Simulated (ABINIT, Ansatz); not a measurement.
# Cs2NaAlH6 (Fm-3m): bands and cutoff in G0W0 with ABINIT

Aim: raise bands and screening cutoff together for Cs2NaAlH6 (Fm-3m) and follow gap and time.

Main program and level: ABINIT 10.8.3; LDA and many-body steps on it, plane waves.

## (1) Starting point

It takes space group Fm-3m (No. 225, cubic). Conventional cell: a = 8.626 Å, b = 8.626 Å, c = 8.626 Å, α = 90.00°, β = 90.00°, γ = 90.00°. Nearest to Cs lie 12 H at 3.07 Å. Na has 6 H at 2.51 Å nearest. Nearest to Al lie 6 H at 1.80 Å. Nearest to H lie 1 Al at 1.80 Å and 1 Na at 2.51 Å and 4 H at 2.55 Å and 4 Cs at 3.07 Å. Farther neighbours are not listed.

Structure file:

```cif
data_structure
_symmetry_space_group_name_H-M 'Fm-3m'
_symmetry_Int_Tables_number 225
_cell_length_a 8.6259
_cell_length_b 8.6259
_cell_length_c 8.6259
_cell_angle_alpha 90.000
_cell_angle_beta 90.000
_cell_angle_gamma 90.000
_cell_volume 641.82
loop_
_atom_site_label
_atom_site_type_symbol
_atom_site_symmetry_multiplicity
_atom_site_Wyckoff_symbol
_atom_site_fract_x
_atom_site_fract_y
_atom_site_fract_z
_atom_site_occupancy
Cs1 Cs 8 c 0.25000 0.75000 0.75000 1
Na1 Na 4 b 0.50000 0.00000 0.00000 1
Al1 Al 4 a 0.00000 0.00000 0.00000 1
H1 H 24 e 0.79125 0.00000 0.00000 1
```

The cell and positions are those that the Materials Project relaxed with its own functionals (PBE, PBE+U or r2SCAN), kept fixed. Spin-orbit coupling is left out unless a step names it.

## (2) Empty states on the mesh, 2×2×2 mesh, 304 bands

This step: ABINIT 10.8.3; DFT, LDA, plane waves, norm-conserving pseudopotentials.

The sums over transitions need many empty states on a uniform mesh; this step solves for them.

Contents of run.abi:

```
acell 3*1.0 Angstrom
rprim 
  -0.000000000000 4.312959000000 4.312959000000
  4.312959000000 -0.000000000000 4.312959000000
  4.312959000000 4.312959000000 -0.000000000000
ntypat 4
znucl 55 11 13 1
natom 10
typat 1 1 2 3 4 4 4 4 4 4
xred 
  0.250000000000 0.250000000000 0.250000000000
  0.750000000000 0.750000000000 0.750000000000
  0.500000000000 0.500000000000 0.500000000000
  -0.000000000000 -0.000000000000 0.000000000000
  0.208755000000 0.791245000000 0.791245000000
  0.208755000000 0.791245000000 0.208755000000
  0.791245000000 0.208755000000 0.791245000000
  0.791245000000 0.791245000000 0.208755000000
  0.208755000000 0.208755000000 0.791245000000
  0.791245000000 0.208755000000 0.208755000000
pp_dirpath "pseudos"
pseudos "Cs.upf, Na.upf, Al.upf, H.upf"
ecut 38
ngkpt 2 2 2
nshiftk 1
shiftk 0 0 0
kptopt 1
chksymbreak 0
iscf -2
irdden 1
istwfk *1
nband 304
nbdbuf 26
tolwfr 1e-09
nstep 60
prtvol 0
indata_prefix "in"
outdata_prefix "out"
tmpdata_prefix "tmp"
```

Run with:

```sh
OMP_NUM_THREADS=1 mpirun -n 4 abinit run.abi > log
```

Numbers of over 12 decimals in the logs are rounded to 6 here.

The log of the run:

```text
.Version 10.8.3 of ABINIT. v10.8.2 released Aug 2026.

 Symmetries : space group Fm -3 m (#225); Bravais cF (face-center cubic)
[... echo of the input left out ...]
== DATASET  1 ==================================================================
-   mpi_nproc: 4, omp_nthreads: 1 (-1 if OMP is not activated)
-    --> not optimal distribution: autoparal keyword recommended in input file <--

--- !DatasetInfo
iteration_state: {dtset: 1, }
dimensions: {natom: 10, nkpt: 3, mband: 304, nsppol: 1, nspinor: 1, nspden: 1, mpw: 12150, }
cutoff_energies: {ecut:  38.0, pawecutdg:  -1.0, }
[...]
2.79269    2.79270    2.79270    2.79788    2.79788    2.79788    2.79960    2.79960
   2.79960    2.83174    2.83176    2.85087    2.85092    2.85132    2.86119    2.89685
 prteigrs : prtvol=0 or 1, do not print more k-points.

== END DATASET(S) ==============================================================
================================================================================

 -outvars: echo values of variables after computation  --------
            nband         304
             nkpt           3
          spgroup         225
 [... the other variables as echoed above ...]

 Calculation completed.
```

The job ended after 6 min (4 MPI ranks of Arm Neoverse N1, shared host; peak memory 0.68 GiB).

Numbers from this step:

* gap: 1.756 eV
* k of the valence top: 0.5, 0.5, 0
* k of the conduction bottom: 0, 0, 0
* least direct gap: 2.221 eV
* k points computed: 3
* lowest point of the top converged band, above the valence top: 70.9311 eV

On this mesh the gap is 1.756 eV.

The density comes from a self-consistent run that is not shown.

## (3) Screening, 2×2×2 mesh, 50 bands, screening to 62.6 eV

The RPA dielectric matrix is built and inverted for each q.

This step: RPA screening on LDA, plane waves, norm-conserving pseudopotentials.

Edit run.abi of step 2 so:

```diff
@@ -28,10 +28,11 @@
 chksymbreak 0
-iscf -2
-irdden 1
 istwfk *1
-nband 304
-nbdbuf 26
-tolwfr 1e-09
-nstep 60
-prtvol 0
+occopt 1
+irdwfk 1
+optdriver 3
+nband 50
+ecuteps 2.3
+inclvkb 2
+awtr 1
+symchi 1
 indata_prefix "in"
```

The log of the run:

```text
.Version 10.8.3 of ABINIT. v10.8.2 released Aug 2026.

 Symmetries : space group Fm -3 m (#225); Bravais cF (face-center cubic)
[... echo of the input left out ...]
== DATASET  1 ==================================================================
-   mpi_nproc: 4, omp_nthreads: 1 (-1 if OMP is not activated)

--- !DatasetInfo
iteration_state: {dtset: 1, }
dimensions: {natom: 10, nkpt: 3, mband: 50, nsppol: 1, nspinor: 1, nspden: 1, mpw: 12150, }
cutoff_energies: {ecut:  38.0, pawecutdg:  -1.0, }
electrons: {nelect:   3.60000000E+01, charge:   0.00000000E+00, occopt:   1.00000000E+00, tsmear:   1.00000000E-02, }

 SCREENING: Calculation of the susceptibility and dielectric matrices

 Based on a program developped by R.W. Godby, V. Olevano, G. Onida, and L. Reining.
 Incorporated in ABINIT by V. Olevano, G.-M. Rignanese, and M. Torrent.
.Using double precision arithmetic ; gwpc =  8

[... cell and pseudopotentials left out ...]
--------------------------------------------------------------------------------

 ==== K-mesh for the wavefunctions ====
 Number of points in the irreducible wedge :     3
[... list of points left out ...]
 Together with 48 symmetry operations and time-reversal symmetry
 yields     8 points in the full Brillouin Zone.

 ==== Q-mesh for the screening function ====
 Number of points in the irreducible wedge :     3
[... list of points left out ...]
 Together with 48 symmetry operations and time-reversal symmetry
 yields     8 points in the full Brillouin Zone.

 setmesh: FFT mesh size selected  =    40x   40x   40
          total number of points  =        64000

 vcoul_init : cutoff-mode = AUXILIARY_FUNCTION
 q-points for optical limit:   1
     1)      0.000010    0.000020    0.000030

- screening: taking advantage of time-reversal symmetry
- Maximum band index for partially occupied states nbvw = 18
- Remaining bands to be divided among processors   nbcw = 32
- Number of bands treated by each node ~8

 Number of electrons calculated from density =   36.0000; Expected =   36.0000
 average of density, n =  0.033247
 r_s =    1.9292
 omega_plasma =   17.5886 [eV]

 calculating chi0 at frequencies [eV] :
  1    0.000000E+00    0.000000E+00
  2    0.000000E+00    1.758857E+01

--------------------------------------------------------------------------------
  q-point number  1        q = ( 0.000000, 0.000000, 0.000000) [r.l.u.]
--------------------------------------------------------------------------------
[... chi0 elements left out ...]
 For q-point:  0.000010 0.000020 0.000030
  dielectric constant =   4.3470
  dielectric constant without local fields =   4.9892

  Average fulfillment of the sum rule on Im[epsilon] for q-point    1 :     34.50  [%]
[... wings left out ...]
  q-point number  2        q = ( 0.500000, 0.000000, 0.000000) [r.l.u.]
--------------------------------------------------------------------------------
[... chi0 elements left out ...]
  Average fulfillment of the sum rule on Im[epsilon] for q-point    2 :     46.87  [%]

 [... 1 further q-points ...]
```

Elapsed: 18 s, on 4 MPI ranks; peak memory 1.7 GiB.

This step gave:

```
ε∞ with local fields, on this mesh, along the program's q direction : 4.347
the same without local fields                                       : 4.989
plasma frequency                                                    : 17.59 eV
plane waves in the screening matrix                                 : 169
```

Local fields lower ε∞ by 13 %. On a Γ-centred mesh this coarse the value itself is usually too large, while a short band sum pulls it down.

## (4) 50 bands, 62.6 eV

The self-energy is evaluated for the states that the input lists, and the levels follow from it, in one-shot runs by the linearised quasiparticle equation.

This step: G0W0 on LDA, plane waves, norm-conserving pseudopotentials.

Edit run.abi of step 3 so:

```diff
@@ -31,8 +31,17 @@
 irdwfk 1
-optdriver 3
+optdriver 4
 nband 50
+gwcalctyp 0
+ecutsigx 38
+symsigma 1
+nkptgw 2
+kptgw 
+  0.5000000000 0.5000000000 0.0000000000
+  0.0000000000 0.0000000000 0.0000000000
+bdgw 
+  17 20
+  17 22
 ecuteps 2.3
-inclvkb 2
-awtr 1
-symchi 1
+irdscr 1
+ppmodel 1
 indata_prefix "in"
```

The log of the run:

```text
.Version 10.8.3 of ABINIT. v10.8.2 released Aug 2026.

 Symmetries : space group Fm -3 m (#225); Bravais cF (face-center cubic)
[... echo of the input left out ...]
== DATASET  1 ==================================================================
-   mpi_nproc: 4, omp_nthreads: 1 (-1 if OMP is not activated)

--- !DatasetInfo
iteration_state: {dtset: 1, }
dimensions: {natom: 10, nkpt: 3, mband: 50, nsppol: 1, nspinor: 1, nspden: 1, mpw: 12150, }
cutoff_energies: {ecut:  38.0, pawecutdg:  -1.0, }
electrons: {nelect:   3.60000000E+01, charge:   0.00000000E+00, occopt:   1.00000000E+00, tsmear:   1.00000000E-02, }

 SIGMA: Calculation of the GW corrections

 Based on a program developped by R.W. Godby, V. Olevano, G. Onida, and L. Reining.
 Incorporated in ABINIT by V. Olevano, G.-M. Rignanese, and M. Torrent.
.Using double precision arithmetic ; gwpc =  8

[... cell and pseudopotentials left out ...]
--------------------------------------------------------------------------------

 ==== K-mesh for the wavefunctions ====
 Number of points in the irreducible wedge :     3
[... list of points left out ...]
 Together with 48 symmetry operations and time-reversal symmetry
 yields     8 points in the full Brillouin Zone.

 ==== Q-mesh for screening function ====
 Number of points in the irreducible wedge :     3
[... list of points left out ...]
 Together with 48 symmetry operations and time-reversal symmetry
 yields     8 points in the full Brillouin Zone.

 vcoul_init : cutoff-mode = AUXILIARY_FUNCTION
 q-points for optical limit:   1
     1)      0.000010    0.000020    0.000030
 setmesh: FFT mesh size selected  =    64x   64x   64
          total number of points  =       262144

 Number of electrons calculated from density =   36.0000; Expected =   36.0000
 average of density, n =  0.033247
 r_s =    1.9292
 omega_plasma =   17.5886 [eV]

 === KS Band Gaps ===
  >>>> For spin  1
   Minimum direct gap =   2.2207 [eV], located at k-point      :   0.0000  0.0000  0.0000
   Fundamental gap    =   1.7564 [eV], Top of valence bands at :   0.5000  0.5000  0.0000
                                       Bottom of conduction at :   0.0000  0.0000  0.0000
 SIGMA fundamental parameters:
 PLASMON POLE MODEL  1
 number of plane-waves for SigmaX                12039
 number of plane-waves for SigmaC and W            169
 number of plane-waves for wavefunctions         12039
 number of bands                                    50
 number of independent spin polarizations            1
 number of spinorial components                      1
 number of k-points in IBZ                           3
 number of q-points in IBZ                           3
 number of symmetry operations                      48
 number of k-points in BZ                            8
 number of q-points in BZ                            8
 number of frequencies for dSigma/dE                 9
 frequency step for dSigma/dE [eV]                0.25
 number of omega for Sigma on real axis              0
 max omega for Sigma on real axis  [eV]           0.00
 zcut for avoiding poles [eV]                     0.10

 EPSILON^-1 parameters (SCR file):
 dimension of the eps^-1 matrix on file            169
 dimension of the eps^-1 matrix used               169
 number of plane-waves for wavefunctions         12039
 number of bands                                    50
 number of q-points in IBZ                           3
 number of frequencies                               2
 number of real frequencies                          1
 number of imag frequencies                          1

 matrix elements of self-energy operator (all in [eV])

 Perturbative Calculation

--- !SelfEnergy_ee
iteration_state: {dtset: 1, }
kpoint     : [   0.500,    0.500,    0.000, ]
spin       : 1
KS_gap     :    3.447
QP_gap     :    5.372
Delta_QP_KS:    1.925
data: !SigmaeeData |
     Band     E0 <VxcDFT>   SigX SigC(E0)      Z dSigC/dE  Sig(E)    E-E0       E
       17   0.877 -10.223 -12.979   2.426   0.799  -0.252 -10.487  -0.264   0.613
       18   1.987 -10.799 -13.728   2.628   0.797  -0.255 -11.039  -0.240   1.748
       19   5.434  -7.988  -3.458  -2.533   0.844  -0.185  -6.303   1.685   7.120
       20   6.366  -8.237  -3.582  -2.609   0.840  -0.190  -6.517   1.719   8.085

--- !SelfEnergy_ee
iteration_state: {dtset: 1, }
kpoint     : [   0.000,    0.000,    0.000, ]
spin       : 1
KS_gap     :    2.221
QP_gap     :    4.028
Delta_QP_KS:    1.808
data: !SigmaeeData |
     Band     E0 <VxcDFT>   SigX SigC(E0)      Z dSigC/dE  Sig(E)    E-E0       E
       17   1.523 -10.340 -13.117   2.488   0.797  -0.254 -10.570  -0.230   1.293
       18   1.523 -10.340 -13.117   2.488   0.797  -0.254 -10.570  -0.230   1.293
       19   3.744  -8.104  -3.888  -2.334   0.838  -0.193  -6.527   1.577   5.321
       20   7.544  -8.602  -3.839  -2.522   0.836  -0.197  -6.730   1.872   9.416
       21   7.544  -8.602  -3.839  -2.522   0.836  -0.197  -6.730   1.872   9.416
       22   7.544  -8.602  -3.839  -2.522   0.836  -0.197  -6.730   1.872   9.416

== END DATASET(S) ==============================================================
================================================================================

 -outvars: echo values of variables after computation  --------
           etotal      0.0000000000E+00
            nband          50
             nkpt           3
          spgroup         225
 [... the other variables as echoed above ...]

 Calculation completed.
```

The job ended after 9.6 s (4 MPI ranks; peak memory 1 GiB).

Numbers from this step:

```
G0W0 gap on the points computed              : 3.573 eV
starting gap on the mesh                     : 1.756 eV
k of the valence top                         : 0.5, 0.5, 0
k of the conduction bottom                   : 0, 0, 0
Z at the valence top                         : 0.797
Z at the conduction bottom                   : 0.838
least direct G0W0 gap on the computed points : 4.028 eV
```

The gap on the mesh goes from 1.76 eV to 3.57 eV, a correction of +1.82 eV.

## (5) Screening, 2×2×2 mesh, 124 bands, screening to 114.3 eV

This step: RPA screening on LDA, plane waves, norm-conserving pseudopotentials.

Edit run.abi of step 4 so:

```diff
@@ -31,17 +31,8 @@
 irdwfk 1
-optdriver 4
-nband 50
-gwcalctyp 0
-ecutsigx 38
-symsigma 1
-nkptgw 2
-kptgw 
-  0.5000000000 0.5000000000 0.0000000000
-  0.0000000000 0.0000000000 0.0000000000
-bdgw 
-  17 20
-  17 22
-ecuteps 2.3
-irdscr 1
-ppmodel 1
+optdriver 3
+nband 124
+ecuteps 4.2
+inclvkb 2
+awtr 1
+symchi 1
 indata_prefix "in"
```

The log of the run:

```text
.Version 10.8.3 of ABINIT. v10.8.2 released Aug 2026.

 Symmetries : space group Fm -3 m (#225); Bravais cF (face-center cubic)
[... echo of the input left out ...]
== DATASET  1 ==================================================================
-   mpi_nproc: 4, omp_nthreads: 1 (-1 if OMP is not activated)

--- !DatasetInfo
iteration_state: {dtset: 1, }
dimensions: {natom: 10, nkpt: 3, mband: 124, nsppol: 1, nspinor: 1, nspden: 1, mpw: 12150, }
cutoff_energies: {ecut:  38.0, pawecutdg:  -1.0, }
electrons: {nelect:   3.60000000E+01, charge:   0.00000000E+00, occopt:   1.00000000E+00, tsmear:   1.00000000E-02, }

 SCREENING: Calculation of the susceptibility and dielectric matrices

 Based on a program developped by R.W. Godby, V. Olevano, G. Onida, and L. Reining.
 Incorporated in ABINIT by V. Olevano, G.-M. Rignanese, and M. Torrent.
.Using double precision arithmetic ; gwpc =  8

[... cell and pseudopotentials left out ...]
--------------------------------------------------------------------------------

 ==== K-mesh for the wavefunctions ====
 Number of points in the irreducible wedge :     3
[... list of points left out ...]
 Together with 48 symmetry operations and time-reversal symmetry
 yields     8 points in the full Brillouin Zone.

 ==== Q-mesh for the screening function ====
 Number of points in the irreducible wedge :     3
[... list of points left out ...]
 Together with 48 symmetry operations and time-reversal symmetry
 yields     8 points in the full Brillouin Zone.

 setmesh: FFT mesh size selected  =    45x   45x   45
          total number of points  =        91125

 vcoul_init : cutoff-mode = AUXILIARY_FUNCTION
 q-points for optical limit:   1
     1)      0.000010    0.000020    0.000030

- screening: taking advantage of time-reversal symmetry
- Maximum band index for partially occupied states nbvw = 18
- Remaining bands to be divided among processors   nbcw = 106
- Number of bands treated by each node ~26

 Number of electrons calculated from density =   36.0000; Expected =   36.0000
 average of density, n =  0.033247
 r_s =    1.9292
 omega_plasma =   17.5886 [eV]

 calculating chi0 at frequencies [eV] :
  1    0.000000E+00    0.000000E+00
  2    0.000000E+00    1.758857E+01

--------------------------------------------------------------------------------
  q-point number  1        q = ( 0.000000, 0.000000, 0.000000) [r.l.u.]
--------------------------------------------------------------------------------
[... chi0 elements left out ...]
 For q-point:  0.000010 0.000020 0.000030
  dielectric constant =   4.3816
  dielectric constant without local fields =   5.0376

  Average fulfillment of the sum rule on Im[epsilon] for q-point    1 :     62.97  [%]
[... wings left out ...]
  q-point number  2        q = ( 0.500000, 0.000000, 0.000000) [r.l.u.]
--------------------------------------------------------------------------------
[... chi0 elements left out ...]
  Average fulfillment of the sum rule on Im[epsilon] for q-point    2 :     69.67  [%]

 [... 1 further q-points ...]
```

The job ended after 57 s (4 MPI ranks; peak memory 2.2 GiB).

This step gave:

```yaml
eps_infinity_with_local_fields_on_this_mesh_along_the_program_s_q_direction: 4.382
the_same_without_local_fields: 5.038
plasma_frequency: 17.59 eV
plane_waves_in_the_screening_matrix: 459
```

[end of part 1 of 2]

[Paths, hosts, dates, memory and timing lines, banners, echoed tables and standing remarks are left out of the program output.]

[Logs are printed without paths, hosts, clocks, repeated set-up lines and the standing remarks that a program may print on its own settings, such as how far it seeks lower states.]

[Runs of the session that timed out or met a known fault of the program may be left out.]

[Hosts, paths, dates, database ids (printed as entryN), source tags and the programs' standing remarks are cut or masked in the printed files.]

[G0W0 gaps are taken among the corrected bands and points alone; a level outside them can change the order at an edge.]

[Where Ansatz stands beside ABINIT at settings called matched, ABINIT's density can come from a denser mesh and the files from another edition; pairs whose starting gaps differed by over 0.03 eV were left out, so agreement reads better than it is.]
